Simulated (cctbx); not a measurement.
**Accept or mend?**

Cell a = 7.9840 Å, b = 16.8050 Å, c = 8.4750 Å, α = 90.00°, β = 90.00°, γ = 90.00°; space group Pnma (no. 62).

The data are simulated with cctbx, not measured: Cu Kα, λ = 1.54184 Å, to d = 0.83 Å, 50 % of the full sphere, strongest reflection 40000 counts, noise from counting, a 1.5 % proportional error and a noise floor of 4 counts (s.d.); no absorption.

An anisotropic refinement with weights 1/σ² prints:

```text
Rint 0.017, 1057 unique reflections to 0.83 A
cycle     R1     wR2    GooF  max shift (A)
   1  0.4143  0.7311  37.070   0.04349
   3  0.1492  0.3547  17.983   0.00005
final R1 0.1492 wR2 0.3547 GooF 17.983  parameters 45  data/parameter 23.5
atom        x        y        z      Ueq    occ   su(xyz)  su(Uiso or U11)
Sr1    0.15954  0.37715  0.32708  -0.0170  1.000  0.00027  0.0011  NPD
Sr2    0.66810  0.75000  0.00729   0.0048  1.000  0.00059  0.0023
Ba1    0.99427  0.40240  0.82452   0.0279  1.000  0.00047  0.0019
Si1    0.80400  0.75000  0.35894   0.0076  1.000  0.00188  0.0069
Si2    0.04381  0.75000  0.89221   0.0071  1.000  0.00186  0.0066
Si3    0.17086  0.53819  0.52499   0.0119  1.000  0.00148  0.0059
difference map: max 24.55 min -4.86 rms 1.70
Q1    0.1581  0.1247  0.3255    8   25.06  0.04 A from Sr1
Q2    0.1564  0.7500  0.4693    4    6.88  0.22 A from Sr2
Q3    0.1771  0.2500  0.6145    4    5.90  0.27 A from Si1
Q4    0.0313  0.1597  0.8224    8    5.01  1.09 A from Ba1
Q5    0.9998  0.1011  0.8251    8    4.85  0.07 A from Ba1
Q6    0.0697  0.7500  0.8621    4    4.10  0.33 A from Si2
```

Q: Accept it or mend it, and why?

Mend it. The fault: elements exchanged: Ba1 is Sr and Sr1 is Ba. Against the right model at the same level, R1 goes from 0.0085 to 0.1492 and GooF from 0.92 to 17.98, U of Sr1 shrinks from 0.0093 to -0.0170 Å², U of Ba1 swells from 0.0097 to 0.0279 Å², the top difference peak, 25.1 e/Å³, lies on Sr1 and Sr1 goes non-positive-definite. Ba1 has 18 electrons too many and its U swells to shed them, as expected; Sr1 has 18 electrons too few and its U shrinks to make up, as expected.

The compound is Ba2Sr3Si4. The right model at the same level gives:

```text
Rint 0.017, 1057 unique reflections to 0.83 A
cycle     R1     wR2    GooF  max shift (A)
   1  0.0086  0.0184   0.933   0.00011
   2  0.0085  0.0182   0.924   0.00000
final R1 0.0085 wR2 0.0182 GooF 0.924  parameters 45  data/parameter 23.5
atom        x        y        z      Ueq    occ   su(xyz)  su(Uiso or U11)
Ba1    0.15940  0.37710  0.32701   0.0093  1.000  0.00001  0.0001
Sr1    0.66760  0.75000  0.00785   0.0108  1.000  0.00003  0.0001
Sr2    0.99443  0.40229  0.82448   0.0097  1.000  0.00002  0.0001
Si1    0.80539  0.75000  0.36062   0.0130  1.000  0.00010  0.0004
Si2    0.04720  0.75000  0.88801   0.0150  1.000  0.00010  0.0004
Si3    0.16939  0.53677  0.52643   0.0167  1.000  0.00007  0.0003
difference map: max 0.36 min -0.37 rms 0.08
Q1    0.0513  0.5710  0.3500    8    0.37  1.59 A from Sr2
Q2    0.2203  0.5764  0.1648    8    0.36  1.75 A from Sr2
Q3    0.1361  0.1531  0.2629    8    0.35  0.77 A from Ba1
Q4    0.1596  0.2500  0.7468    4    0.35  0.95 A from Si1
Q5    0.0027  0.1916  0.2806    8    0.30  1.75 A from Ba1
Q6    0.1159  0.5349  0.8304    8    0.30  2.32 A from Ba1
```

The model is made up (kin elements in a known structure type, no relaxation), so it says nothing on whether the phase exists.

[Middle refinement cycles are left out of these outputs.]

[Logs are printed without paths, hosts, clocks, repeated set-up lines and the standing remarks that a program may print on its own settings, such as how far it seeks lower states.]
